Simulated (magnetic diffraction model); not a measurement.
# Solving a magnetic structure from powder neutron data: Pr3GaWO9

Space group P6_3 (no. 173), a = 8.9170 Å, c = 5.6050 Å.

```
site  atom       x       y       z
  2b     W     2/3     1/3  0.7408
  6c    Pr  0.7235  0.6400  0.2031
  2a    Ga       0       0  0.8680
  6c     O  0.5124  0.3776  0.9777
  6c     O  0.7320  0.2032  0.5352
  6c     O  0.1254  0.1742  0.3581
```

The compound is invented for this exercise: a known structure type with other elements, its cell scaled to their sizes and not relaxed.

Only Pr is taken to order (form factors of Pr3+); orders and moment sizes are assumed, and not adapted to the symmetry. Radiation: neutrons of λ = 1.909 Å, 5° to 35°; isotropic B of 0.1 Å² (W), 0.14 Å² (Pr), 0.12 Å² (Ga) and 0.27 Å² (O). Simulated constant-wavelength pattern: nuclear and magnetic terms add, the magnetic one as |2.695 fm × Σ f S⊥ exp(2πi Q·r) exp(−B s²)|², summed over all Q at one angle with the factor 1/(sin²θ cos θ). For collinear order S is the moment m, which repeats by lattice and centring translations R with the sign exp(−2πi k·R). Free-ion form factors, Sears's scattering lengths of 1992, no absorption; a label names one of the reflections at its angle. The strongest nuclear line in the range is 100, and lines under 0.2 are left out.

Above the ordering temperature:

| 2θ (°) | index | I |
| --- | --- | --- |
| 14.20 | (1 0 0) | 63.5 |
| 24.29 | (1 0 1) | 26.2 |
| 24.72 | (1 1 0) | 100.0 |
| 28.62 | (2 0 0) | 4.4 |
| 31.75 | (1 1 1) | 43.0 |
| 34.94 | (2 0 1) | 22.9 |

Below it (cell unchanged):

```csv
2θ (°),I
7.09,148.2
12.29,8.1
14.20,63.5
18.82,15.2
20.88,1.5
21.37,2.4
23.21,14.4
24.29,26.2
24.72,100.0
25.75,5.4
27.31,46.3
28.62,4.4
29.16,2.9
31.25,7.0
31.75,43.0
32.57,25.4
32.90,6.4
34.94,22.9
```

**Question.** Check that the new lines index with k = (1/2 1/2 0), then choose among these models:
A. collinear moments along [120], 2.5 μB on Pr; signs + at (0.7235, 0.6400, 0.2031), − at (0.0835, 0.7235, 0.7031), + at (0.2765, 0.3600, 0.7031), + at (0.9165, 0.2765, 0.2031), + at (0.3600, 0.0835, 0.2031), + at (0.6400, 0.9165, 0.7031)
B. collinear moments along [101], 2.5 μB on Pr; signs + at (0.7235, 0.6400, 0.2031), − at (0.0835, 0.7235, 0.7031), + at (0.2765, 0.3600, 0.7031), + at (0.9165, 0.2765, 0.2031), + at (0.3600, 0.0835, 0.2031), + at (0.6400, 0.9165, 0.7031)
C. collinear moments along [120], 2.5 μB on Pr; signs + at (0.7235, 0.6400, 0.2031), + at (0.0835, 0.7235, 0.7031), + at (0.2765, 0.3600, 0.7031), − at (0.9165, 0.2765, 0.2031), − at (0.3600, 0.0835, 0.2031), + at (0.6400, 0.9165, 0.7031)
D. collinear moments along [101], 2.5 μB on Pr; signs + at (0.7235, 0.6400, 0.2031), + at (0.0835, 0.7235, 0.7031), + at (0.2765, 0.3600, 0.7031), − at (0.9165, 0.2765, 0.2031), − at (0.3600, 0.0835, 0.2031), + at (0.6400, 0.9165, 0.7031)

The new lines index as (1/2 -1/2 0) at 7.09°, (1/2 1/2 0) at 12.29°, (3/2 -1/2 0) at 18.82° and (1/2 -1/2 1) at 20.88°, that is as H ± k with k = (1/2 1/2 0), one of 3 inequivalent arms of its star (k and −k counted as one), which a powder can't tell apart. Half indices mean that the moments reverse under translations with k·R a half-integer, and the magnetic cell has twice the primitive volume.

Magnetic intensity, observed (below minus above) and for each model:

| 2θ (°) | index | observed | A | B | C | D |
| --- | --- | --- | --- | --- | --- | --- |
| 7.09 | (1/2 -1/2 0) | 148.2 | 221.1 | 136.3 | 240.4 | 148.2 |
| 18.82 | (3/2 -1/2 0) | 15.2 | 21.0 | 7.7 | 13.1 | 15.2 |
| 20.88 | (1/2 -1/2 1) | 1.5 | 23.1 | 16.3 | 2.2 | 1.5 |
| 25.75 | (3/2 1/2 0) | 5.4 | 9.8 | 18.1 | 3.4 | 5.4 |
| 27.31 | (3/2 -1/2 1) | 46.3 | 21.8 | 21.6 | 44.9 | 46.3 |
| 29.16 | (3/2 -3/2 1) | 2.9 | 20.2 | 13.5 | 4.3 | 2.9 |
| 31.25 | (5/2 -3/2 0) | 7.0 | 8.7 | 10.7 | 14.6 | 7.0 |
| 32.57 | (3/2 1/2 1) | 25.4 | 17.3 | 30.7 | 23.1 | 25.4 |

Model D matches.

The structure used: k = (1/2 1/2 0), collinear moments along [101], 2.5 μB on Pr; signs + at (0.7235, 0.6400, 0.2031), + at (0.0835, 0.7235, 0.7031), + at (0.2765, 0.3600, 0.7031), − at (0.9165, 0.2765, 0.2031), − at (0.3600, 0.0835, 0.2031), + at (0.6400, 0.9165, 0.7031).

[Logs are printed without paths, hosts, clocks, repeated set-up lines and the standing remarks that a program may print on its own settings, such as how far it seeks lower states.]
